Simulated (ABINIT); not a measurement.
Planning a run of ABINIT 10.8.3 on SiO2 (P3_221). The input:

```
acell 3*1.0 Angstrom
rprim 
  4.916359999971 0.000000000007 0.000000000000
  -2.458179999991 4.257692654122 0.000000000000
  0.000000000000 0.000000000000 5.408400000000
ntypat 2
znucl 14 8
natom 9
typat 1 1 1 2 2 2 2 2 2
xred 
  0.469730000000 0.000000000000 0.666666666667
  0.000000000000 0.469730000000 0.333333333333
  0.530270000000 0.530270000000 -0.000000000000
  0.413540000000 0.267580000000 0.785580000000
  0.732420000000 0.145960000000 0.452246666667
  0.854040000000 0.586460000000 0.118913333333
  0.267580000000 0.413540000000 0.214420000000
  0.145960000000 0.732420000000 0.547753333333
  0.586460000000 0.854040000000 0.881086666667
pp_dirpath "pseudos"
pseudos "Si.upf, O.upf"
ecut 36
ngkpt 3 3 2
nshiftk 1
shiftk 0 0 0
kptopt 1
chksymbreak 0
istwfk *1
occopt 1
irdwfk 1
optdriver 4
nband 179
gwcalctyp 10
ecutsigx 36
symsigma 1
nkptgw 6
kptgw 
  0.0000000000 0.0000000000 0.0000000000
  0.3333333333 0.0000000000 0.0000000000
  0.3333333333 0.3333333333 0.0000000000
  0.0000000000 0.0000000000 0.5000000000
  0.3333333333 0.0000000000 0.5000000000
  0.3333333333 0.3333333333 0.5000000000
bdgw 
  7 32
  7 32
  7 32
  7 32
  7 32
  7 32
ecuteps 3.9
irdscr 1
ppmodel 1
irdqps 1
indata_prefix "in"
outdata_prefix "out"
tmpdata_prefix "tmp"
```

```sh
OMP_NUM_THREADS=1 mpirun -n 4 abinit run.abi > log
```

**Question.** Estimate wall time and host memory on 4 MPI ranks of Arm Neoverse V1, shared host.

It took 4.6 min; on shared hardware allow 2.3 min to 9.3 min. Peak host memory was 2.4 GiB.

[Paths, hosts, dates, memory and timing lines, banners, echoed tables and standing remarks are left out of the program output.]

[Logs are printed without paths, hosts, clocks, repeated set-up lines and the standing remarks that a program may print on its own settings, such as how far it seeks lower states.]

[Runs of the session that timed out or met a known fault of the program may be left out.]

[Hosts, paths, dates, database ids (printed as entryN), source tags and the programs' standing remarks are cut or masked in the printed files.]

[G0W0 gaps are taken among the corrected bands and points alone; a level outside them can change the order at an edge.]

[Where Ansatz stands beside ABINIT at settings called matched, ABINIT's density can come from a denser mesh and the files from another edition; pairs whose starting gaps differed by over 0.03 eV were left out, so agreement reads better than it is.]
